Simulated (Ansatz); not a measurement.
# What AlPt3N (built on the sites of a database entry of InNi3N) distorts into, part 2 of 3

Wanted: the energy along a soft mode of AlPt3N (built on the sites of a database entry of InNi3N) and the structure at the end.

Ansatz 0.2.0; DFT RPBE, scalar-relativistic, plane waves, PAW.

So far, highest frequency on the path or at a solved wavevector (cm⁻¹): step 2 (response at finite wavevector) 513. Also lowest frequency on the path (cm⁻¹): step 2 -140.

The structure was built from a prototype and need not be the compound's stable phase.

**4. The mode frozen in, largest atomic shift 0.14 Å**

The atoms are moved along the unstable eigenvector, the largest shift by 0.14 Å, with the cell fixed.

The input, input.yaml:

```yaml
crystal:
  lattice:
    - [4.2086436197, 0.0, 0.0]
    - [0.0, 4.2086436197, 0.0]
    - [0.0, 0.0, 8.4172872394]
  atoms:
    - { symbol: Al, position: [0.0, 0.0, 0.0] }
    - { symbol: Al, position: [0.0, 0.0, 0.5] }
    - { symbol: Pt, position: [0.5, 0.5, 0.5] }
    - { symbol: Pt, position: [0.5, 0.5, 0.0] }
    - { symbol: Pt, position: [0.492441246, -0.0067579993, 0.25] }
    - { symbol: Pt, position: [0.507558754, 0.0067579993, 0.75] }
    - { symbol: Pt, position: [0.0028857587, 0.5177014295, 0.25] }
    - { symbol: Pt, position: [-0.0028857587, 0.4822985705, 0.75] }
    - { symbol: "N", position: [0.5130634061, 0.4694075292, 0.25] }
    - { symbol: "N", position: [0.4869365939, 0.5305924708, 0.75] }
kpoints:
  mp_grid: { grid: [8, 8, 4] }
hamiltonian:
  xc: rpbe
scf:
  occupations: { method: methfessel_paxton, width: 0.2 }
output:
  forces: true
  stress: true
  eigenvalues: true
```

Started as:

```sh
> ansatz run input.yaml --threads 8 --pin off --max-ram 14336MiB --backend cpu --events-out ev --progress --plain --runs-dir out
```

Numbers of over 12 decimals in the logs are rounded to 6 here.

Log:

```text
[...]
Crystal: 10 atoms, lattice volume = 149.093 Å³
Basis set: ecut = 420 eV, 2881 PW (Γ), exchange–correlation on 60×60×120 points (8 copies of the dense FFT grid, shifted against one another)
Bands: 75, of which v1, the nominal top of the filled ones, is band 62 counted from 1 (61 counted from 0)
Symmetry: 4 space group operations
[...]
k-points: 102 of 256
[...]
k-point 0: bands = [... 58 lower, 16.3469, 16.3754, 16.3876, 16.4874, 17.6636, 18.0182, 18.0592, 18.1431, ... 9 higher]
  k-point 1: bands = [... 58 lower, 16.2674, 16.3185, 16.4291, 16.4783, 17.6422, 17.6567, 18.2007, 18.3571, ... 9 higher]
  k-point 2: bands = [... 58 lower, 16.2325, 16.2325, 16.4597, 16.4597, 17.5278, 17.5278, 18.4558, 18.4558, ... 9 higher]
  k-point 101: bands = [... 58 lower, 16.6158, 16.6158, 16.6494, 16.6494, 17.0997, 17.0997, 19.0616, 19.0616, ... 9 higher]
[key lines of the parts left out:]
SCF converged after 7 iterations
Free energy (F): -77069.152527 eV
Fermi energy:    17.136024 eV
P = ⅓ Tr σ = 0.3316 GPa (3.316 kbar)
```

The job ended after 7.3 s (8 threads of Arm Neoverse V2, shared host; peak memory 1.2 GiB).

This step gave:

```yaml
pressure: 0.3316 GPa
energy_from_the_undistorted_cell: -3.076 meV/atom
```

The energy, extrapolated to zero smearing, is -3.08 meV/atom against the undistorted cell.

The run ends at a pressure of 0.33 GPa, with forces up to 0.45 eV/Å.

**5. Energy along the mode, all amplitudes (two of the runs are shown above)**

An imaginary frequency means negative curvature, so the energy should fall and then rise again as anharmonic terms take over.

Numbers from this step:

| Quantity | Value |
| --- | --- |
| depth at the lowest point sampled | 3.076 meV/atom |
| largest atomic shift at that point | 0.14 Å |

Energy from the parent against largest atomic shift:

```csv
largest atomic shift (Å),energy from the parent (meV/atom)
0.000,0
0.040,-0.543
0.080,-1.83
0.140,-3.08
0.220,2.23
0.320,26.6
```

Displacement at unit largest shift by atom:

```csv
atom,x (Å),y (Å),z (Å),size
Al1,0.00,0.00,0.00,0.00
Al2,0.00,0.00,0.00,0.00
Pt3,0.00,0.00,0.00,0.00
Pt4,0.00,0.00,0.00,0.00
Pt5,-0.23,-0.20,0.00,0.30
Pt6,0.23,0.20,0.00,0.30
Pt7,0.09,0.53,0.00,0.54
Pt8,-0.09,-0.53,0.00,0.54
N9,0.39,-0.92,0.00,1.00
N10,-0.39,0.92,0.00,1.00
```

The lowest of the steps tried is at 0.14 Å, 3.08 meV/atom below the parent; the bottom of the well need not coincide with a step.

**6. Relaxing from the distorted cell**

Starting from the lowest point found, all atoms and the cell are let go, so that strain and other modes of the same symmetry can join in.

input.yaml, as its differences from that of step 4:

```diff
@@ -26 +26,6 @@
   eigenvalues: true
+relax:
+  adjacent_minimum: "off"
+  f_tol: 0.002
+  max_steps: 120
+  cell: { stress_tol: 0.03 }
```

Log:

```text
[...]
Crystal: 10 atoms, lattice volume = 149.093 Å³
Basis set: ecut = 420 eV, 2881 PW (Γ), exchange–correlation on 60×60×120 points (8 copies of the dense FFT grid, shifted against one another)
Bands: 75, of which v1, the nominal top of the filled ones, is band 62 counted from 1 (61 counted from 0)
Symmetry: 4 space group operations
[...]
k-points: 102 of 256
[...]
SCF iter   1: F=—  HF=-77069.201894 eV  |F-HF|=—  |Δ(HF+E_count)|=         —  Δρ=1.11e-2  dr2=2.30e-1  ethr=1.77e-3  ⟨swp⟩=5.1  Hψ=26385  notcnv=0
[...]
SCF iter   7: F=-77069.152527 eV  HF=-77069.152527 eV  |F-HF|=2.68e-9  |Δ(HF+E_count)|=   1.42e-8  S|Δr|=    0.00e0  Δρ=3.34e-6  dr2=1.76e-8  ethr=8.06e-11  ⟨swp⟩=8.5  Hψ=28176  notcnv=0
SCF 1 converged in 7 iterations: F = -77069.152527 eV  dr2 = 1.76e-8
[...]
relax step   1: F+E_penalty+E_count = -77069.15252655 eV  Δ(F+E_penalty+E_count) = +0.000e0 eV  max|allowed force component| = 3.688e-1 eV/Å  Δτ_max = 0.0000 Å  P = +0.332 GPa  Ω = 149.093 Å³  (7 SCF iters, dr2 threshold 1.00e-7 eV, accepted)
Crystal: 10 atoms, lattice volume = 149.309 Å³
Basis set: ecut = 420 eV, 2869 PW (Γ), exchange–correlation on 60×60×120 points (8 copies of the dense FFT grid, shifted against one another)
[...]
SCF iter   6: F=-77069.259987 eV  HF=-77069.259987 eV  |F-HF|=7.95e-8  |Δ(HF+E_count)|=   1.35e-7  S|Δr|=    0.00e0  Δρ=9.56e-6  dr2=1.97e-7  ethr=8.06e-10  ⟨swp⟩=5.2  Hψ=26246  notcnv=0
SCF 2 converged in 6 iterations: F = -77069.259987 eV  dr2 = 1.97e-7
relax step   2: F+E_penalty+E_count = -77069.25998671 eV  Δ(F+E_penalty+E_count) = -1.075e-1 eV  max|allowed force component| = 3.701e-1 eV/Å  Δτ_max = 0.0805 Å  P = +0.059 GPa  Ω = 149.309 Å³  energy of the carried Pulay correction = -2.485e-4 eV  (6 SCF iters, dr2 threshold 1.00e-6 eV, accepted)
Crystal: 10 atoms, lattice volume = 149.548 Å³
Basis set: ecut = 420 eV, 2897 PW (Γ), exchange–correlation on 60×60×120 points (8 copies of the dense FFT grid, shifted against one another)
[...]
SCF iter   6: F=-77069.491910 eV  HF=-77069.491910 eV  |F-HF|=2.95e-7  |Δ(HF+E_count)|=   9.33e-7  S|Δr|=    0.00e0  Δρ=1.86e-5  dr2=6.89e-7  ethr=8.06e-10  ⟨swp⟩=5.8  Hψ=30003  notcnv=0
SCF 3 converged in 6 iterations: F = -77069.491910 eV  dr2 = 6.89e-7
[...]
relax step   3: F+E_penalty+E_count = -77069.49191011 eV  Δ(F+E_penalty+E_count) = -2.319e-1 eV  max|allowed force component| = 5.241e-1 eV/Å  Δτ_max = 0.1251 Å  P = +0.075 GPa  Ω = 149.548 Å³  energy of the carried Pulay correction = -5.239e-4 eV  (6 SCF iters, dr2 threshold 1.00e-6 eV, accepted)
[... from here on, the SCF cycles and remarks between the steps are left out ...]
relax step   4: F+E_penalty+E_count = -77069.97685168 eV  Δ(F+E_penalty+E_count) = -4.849e-1 eV  max|allowed force component| = 4.624e-1 eV/Å  Δτ_max = 0.1952 Å  P = +0.952 GPa  Ω = 149.605 Å³  energy of the carried Pulay correction = -5.886e-4 eV  (7 SCF iters, dr2 threshold 1.00e-6 eV, accepted)
relax step   5: F+E_penalty+E_count = -77070.34804773 eV  Δ(F+E_penalty+E_count) = -3.712e-1 eV  max|allowed force component| = 8.521e-1 eV/Å  Δτ_max = 0.1962 Å  P = +2.086 GPa  Ω = 149.923 Å³  energy of the carried Pulay correction = -9.528e-4 eV  (7 SCF iters, dr2 threshold 1.00e-6 eV, accepted)
relax step   6: F+E_penalty+E_count = -77070.65423086 eV  Δ(F+E_penalty+E_count) = -3.062e-1 eV  max|allowed force component| = 6.103e-1 eV/Å  Δτ_max = 0.1427 Å  P = -0.921 GPa  Ω = 153.194 Å³  energy of the carried Pulay correction = -4.658e-3 eV  (7 SCF iters, dr2 threshold 1.00e-6 eV, accepted)
relax step   7: F+E_penalty+E_count = -77070.82594704 eV  Δ(F+E_penalty+E_count) = -1.717e-1 eV  max|allowed force component| = 4.822e-1 eV/Å  Δτ_max = 0.1927 Å  P = +1.379 GPa  Ω = 152.239 Å³  energy of the carried Pulay correction = -3.585e-3 eV  (7 SCF iters, dr2 threshold 1.00e-6 eV, accepted)
relax step   8: F+E_penalty+E_count = -77071.12619937 eV  Δ(F+E_penalty+E_count) = -3.003e-1 eV  max|allowed force component| = 6.877e-1 eV/Å  Δτ_max = 0.2000 Å  P = -1.053 GPa  Ω = 155.567 Å³  energy of the carried Pulay correction = -7.296e-3 eV  (7 SCF iters, dr2 threshold 1.00e-6 eV, accepted)
relax step   9: F+E_penalty+E_count = -77070.98903054 eV  Δ(F+E_penalty+E_count) = +1.372e-1 eV  max|allowed force component| = 3.185e0 eV/Å  Δτ_max = 0.1947 Å  P = +1.825 GPa  Ω = 156.358 Å³  energy of the carried Pulay correction = -8.167e-3 eV  (7 SCF iters, dr2 threshold 1.00e-6 eV, rejected (line search))
relax step  10: F+E_penalty+E_count = -77071.30033391 eV  Δ(F+E_penalty+E_count) = -1.741e-1 eV  max|allowed force component| = 5.460e-1 eV/Å  Δτ_max = 0.0949 Å  P = -0.638 GPa  Ω = 155.018 Å³  energy of the carried Pulay correction = -6.689e-3 eV  (11 SCF iters, accepted)
relax step  11: F+E_penalty+E_count = -77071.49636121 eV  Δ(F+E_penalty+E_count) = -1.960e-1 eV  max|allowed force component| = 3.478e-1 eV/Å  Δτ_max = 0.0974 Å  P = +0.537 GPa  Ω = 153.849 Å³  energy of the carried Pulay correction = -5.390e-3 eV  (6 SCF iters, dr2 threshold 1.00e-6 eV, accepted)
relax step  12: F+E_penalty+E_count = -77071.52431507 eV  Δ(F+E_penalty+E_count) = -2.795e-2 eV  max|allowed force component| = 7.702e-1 eV/Å  Δτ_max = 0.1171 Å  P = +0.854 GPa  Ω = 152.535 Å³  energy of the carried Pulay correction = -3.918e-3 eV  (6 SCF iters, dr2 threshold 1.00e-6 eV, accepted)
relax step  13: F+E_penalty+E_count = -77071.51930653 eV  Δ(F+E_penalty+E_count) = +5.009e-3 eV  max|allowed force component| = 6.050e-1 eV/Å  Δτ_max = 0.2000 Å  P = -0.308 GPa  Ω = 151.396 Å³  energy of the carried Pulay correction = -2.632e-3 eV  (7 SCF iters, dr2 threshold 1.00e-6 eV, rejected (line search))
relax step  14: F+E_penalty+E_count = -77071.62193958 eV  Δ(F+E_penalty+E_count) = -9.762e-2 eV  max|allowed force component| = 2.065e-1 eV/Å  Δτ_max = 0.0971 Å  P = -0.681 GPa  Ω = 152.057 Å³  energy of the carried Pulay correction = -3.380e-3 eV  (10 SCF iters, accepted)
relax step  15: F+E_penalty+E_count = -77071.64357729 eV  Δ(F+E_penalty+E_count) = -2.164e-2 eV  max|allowed force component| = 1.169e-1 eV/Å  Δτ_max = 0.0966 Å  P = +0.168 GPa  Ω = 150.441 Å³  energy of the carried Pulay correction = -1.545e-3 eV  (6 SCF iters, dr2 threshold 1.00e-6 eV, accepted)
[...]
relax step  24: F+E_penalty+E_count = -77072.35280197 eV  Δ(F+E_penalty+E_count) = -6.250e-2 eV  max|allowed force component| = 1.645e-1 eV/Å  Δτ_max = 0.1977 Å  P = +0.340 GPa  Ω = 151.953 Å³  energy of the carried Pulay correction = -1.619e-3 eV  (7 SCF iters, dr2 threshold 1.00e-6 eV, accepted)
relax step  25: F+E_penalty+E_count = -77072.36560746 eV  Δ(F+E_penalty+E_count) = -1.281e-2 eV  max|allowed force component| = 1.306e-1 eV/Å  Δτ_max = 0.0335 Å  P = -0.428 GPa  Ω = 153.066 Å³  energy of the carried Pulay correction = -2.687e-3 eV  (6 SCF iters, dr2 threshold 1.00e-6 eV, accepted)
relax step  26: F+E_penalty+E_count = -77072.36686648 eV  Δ(F+E_penalty+E_count) = -1.259e-3 eV  max|allowed force component| = 1.315e-1 eV/Å  Δτ_max = 0.0455 Å  P = +0.466 GPa  Ω = 152.413 Å³  energy of the carried Pulay correction = -1.800e-3 eV  (6 SCF iters, dr2 threshold 1.00e-6 eV, accepted)
relax step  27: F+E_penalty+E_count = -77072.37234630 eV  Δ(F+E_penalty+E_count) = -5.480e-3 eV  max|allowed force component| = 2.086e-2 eV/Å  Δτ_max = 0.0287 Å  P = +0.173 GPa  Ω = 152.798 Å³  energy of the carried Pulay correction = -2.253e-3 eV  (5 SCF iters, dr2 threshold 1.00e-6 eV, accepted)
relax step  28: F+E_penalty+E_count = -77072.37264532 eV  Δ(F+E_penalty+E_count) = -2.990e-4 eV  max|allowed force component| = 8.734e-3 eV/Å  Δτ_max = 0.0134 Å  P = -0.028 GPa  Ω = 152.963 Å³  energy of the carried Pulay correction = -2.481e-3 eV  (5 SCF iters, dr2 threshold 2.70e-7 eV, accepted)
relax step  29: F+E_penalty+E_count = -77072.37282814 eV  Δ(F+E_penalty+E_count) = -1.828e-4 eV  max|allowed force component| = 1.458e-3 eV/Å  Δτ_max = 0.0059 Å  P = -0.009 GPa  Ω = 152.935 Å³  energy of the carried Pulay correction = -2.439e-3 eV  (6 SCF iters, dr2 threshold 1.59e-8 eV, accepted)
relax step  30: F+E_penalty+E_count = -77072.37283820 eV  Δ(F+E_penalty+E_count) = -1.006e-5 eV  max|allowed force component| = 1.025e-3 eV/Å  Δτ_max = 0.0009 Å  P = +0.002 GPa  Ω = 152.938 Å³  energy of the carried Pulay correction = -2.439e-3 eV  (5 SCF iters, dr2 threshold 2.68e-9 eV, accepted)
relax step  31: F+E_penalty+E_count = -77072.42125371 eV  Δ(F+E_penalty+E_count) = -4.842e-2 eV  max|allowed force component| = 3.320e-3 eV/Å  Δτ_max = 0.0000 Å  P = +0.465 GPa  Ω = 152.938 Å³  stress off target by 1.33e0 GPa  SCF on the basis re-selected at this cell (its energy is not comparable with the rows above)  (7 SCF iters)
relax step  32: F+E_penalty+E_count = -77072.43982798 eV  Δ(F+E_penalty+E_count) = -1.857e-2 eV  max|allowed force component| = 3.422e-2 eV/Å  Δτ_max = 0.0316 Å  P = -0.040 GPa  Ω = 154.076 Å³  energy of the carried Pulay correction = -1.147e-3 eV  (6 SCF iters, dr2 threshold 1.00e-6 eV, accepted)
relax step  33: F+E_penalty+E_count = -77072.44281222 eV  Δ(F+E_penalty+E_count) = -2.984e-3 eV  max|allowed force component| = 5.254e-2 eV/Å  Δτ_max = 0.0261 Å  P = +0.184 GPa  Ω = 154.455 Å³  energy of the carried Pulay correction = -1.474e-3 eV  (6 SCF iters, dr2 threshold 2.53e-7 eV, accepted)
relax step  34: F+E_penalty+E_count = -77072.44346130 eV  Δ(F+E_penalty+E_count) = -6.491e-4 eV  max|allowed force component| = 1.373e-2 eV/Å  Δτ_max = 0.0108 Å  P = -0.054 GPa  Ω = 154.555 Å³  energy of the carried Pulay correction = -1.622e-3 eV  (6 SCF iters, dr2 threshold 1.73e-7 eV, accepted)
relax step  35: F+E_penalty+E_count = -77072.44354609 eV  Δ(F+E_penalty+E_count) = -8.480e-5 eV  max|allowed force component| = 4.560e-3 eV/Å  Δτ_max = 0.0015 Å  P = +0.010 GPa  Ω = 154.512 Å³  energy of the carried Pulay correction = -1.568e-3 eV  (5 SCF iters, dr2 threshold 1.63e-8 eV, accepted)
relax step  36: F+E_penalty+E_count = -77072.44353697 eV  Δ(F+E_penalty+E_count) = +9.120e-6 eV  max|allowed force component| = 3.087e-4 eV/Å  Δτ_max = 0.0005 Å  P = -0.002 GPa  Ω = 154.524 Å³  energy of the carried Pulay correction = -1.581e-3 eV  (5 SCF iters, dr2 threshold 1.30e-9 eV, accepted)
relax step  37: F+E_penalty+E_count = -77072.44644296 eV  Δ(F+E_penalty+E_count) = -2.906e-3 eV  max|allowed force component| = 3.801e-4 eV/Å  Δτ_max = 0.0000 Å  P = +0.004 GPa  Ω = 154.524 Å³  stress off target by 6.22e-2 GPa  SCF on the basis re-selected at this cell (its energy is not comparable with the rows above)  (6 SCF iters)
relax step  38: F+E_penalty+E_count = -77072.44648428 eV  Δ(F+E_penalty+E_count) = -4.132e-5 eV  max|allowed force component| = 1.835e-3 eV/Å  Δτ_max = 0.0019 Å  P = -0.000 GPa  Ω = 154.578 Å³  energy of the carried Pulay correction = -5.097e-5 eV  (5 SCF iters, dr2 threshold 9.68e-9 eV, accepted)
[...]
SCF iter   6: F=-77072.446525 eV  HF=-77072.446525 eV  |F-HF|=0.00e0  |Δ(HF+E_count)|=  7.28e-11  S|Δr|=    0.00e0  Δρ=2.29e-8  dr2=9.18e-13  ethr=1.00e-12  ⟨swp⟩=4.5  Hψ=23359  notcnv=0
SCF 39 converged in 6 iterations: F = -77072.446525 eV  dr2 = 9.18e-13
relax step  39: F+E_penalty+E_count = -77072.44652480 eV  Δ(F+E_penalty+E_count) = -4.052e-5 eV  max|allowed force component| = 1.853e-3 eV/Å  Δτ_max = 0.0000 Å  P = -0.000 GPa  Ω = 154.578 Å³  stress off target by 1.66e-2 GPa  SCF on the basis re-selected at this cell (its energy is not comparable with the rows above)  (6 SCF iters)
[...]
SCF converged after 6 iterations
[...]
Free energy (F): -77072.446525 eV
[...]
Internal energy: -77072.451664 eV  (E = F + TS)
E sigma→0 (E₀):  -77072.447810 eV
Entropy (-TS):   0.005139 eV (0.514 meV/atom)
Fermi energy:    15.592142 eV
[...]
--- Forces (eV/Å), atoms counted from 1 ---
  atom   1  Al     0.00000000    -0.00000000     0.00000000
  atom   2  Al     0.00000000    -0.00000000     0.00000000
  atom   3  Pt     0.00000000     0.00000000     0.00000000
  atom   4  Pt     0.00000000     0.00000000    -0.00000000
  atom   5  Pt     0.00021311     0.00014770    -0.00000000
  atom   6  Pt    -0.00021311    -0.00014770     0.00000000
  atom   7  Pt    -0.00153396    -0.00059513    -0.00000000
  atom   8  Pt     0.00153396     0.00059513     0.00000000
  atom   9  N      0.00060746     0.00185327    -0.00000000
  atom  10  N     -0.00060746    -0.00185327     0.00000000
  max |Σ_I F_I| component: 2.17e-19 eV/Å
--- Stress (GPa, compression-positive) ---
        0.003267       0.008701       0.000000
        0.008701       0.010928       0.000000
        0.000000       0.000000      -0.014913
  P = ⅓ Tr σ = -0.0002 GPa (-0.002 kbar)
--- Band table (eV; the first three rows and the last of 102) ---
  k-point 0: bands = [... 58 lower, 14.0100, 14.6407, 14.8414, 15.6608, 16.3064, 16.3581, 17.2884, 18.0945, ... 9 higher]
  k-point 1: bands = [... 58 lower, 14.3353, 14.6081, 14.7817, 15.0934, 16.3767, 16.9417, 17.2722, 18.0480, ... 9 higher]
  k-point 2: bands = [... 58 lower, 14.4680, 14.4680, 14.7102, 14.7102, 16.6378, 16.6378, 17.8046, 17.8046, ... 9 higher]
  k-point 101: bands = [... 58 lower, 14.6040, 14.6040, 14.7919, 14.7919, 16.9649, 16.9649, 17.2121, 17.2121, ... 9 higher]
--- Relaxed structure (35 steps of the walk, 33 accepted, 4 SCFs on fresh bases) ---
  F+E_penalty+E_count = -77072.44652480 eV   max|allowed force component| = 1.853e-3 eV/Å   (the final SCF, on the basis selected at the relaxed cell)
  cell:  # Å, volume = 154.5785 Å³
    - [3.918989, 0.965645, 0.0]
    - [0.965645, 5.628056, 0.0]
    - [0.0, 0.0, 7.317734]
  atoms:
    - { symbol: Al, position: [-4.1475726039880063e-19, 4.340782507900484e-19, 0] }
    - { symbol: Al, position: [-4.1475726039880063e-19, 4.340782507900484e-19, 0.500000] }
    - { symbol: Pt, position: [0.500000, 0.5, 0.500000] }
    - { symbol: Pt, position: [0.500000, 0.5, 0] }
    - { symbol: Pt, position: [0.094366, 0.242295, 0.250000] }
    - { symbol: Pt, position: [0.905634, -0.242295, 0.75] }
    - { symbol: Pt, position: [-0.253488, 0.832732, 0.250000] }
    - { symbol: Pt, position: [0.253488, 0.167268, 0.75] }
    - { symbol: N, position: [0.252974, 0.533429, 0.250000] }
    - { symbol: N, position: [0.747026, 0.466571, 0.75] }
```

It took 5.6 min on 8 threads; peak memory 1.4 GiB; 44 min of CPU time.

(Continued in part 3 of 3.)

[Logs are printed without paths, hosts, clocks, repeated set-up lines and the standing remarks that a program may print on its own settings, such as how far it seeks lower states.]

[Hosts, paths, dates, database ids (printed as entryN), source tags and the programs' standing remarks are cut or masked in the printed files.]
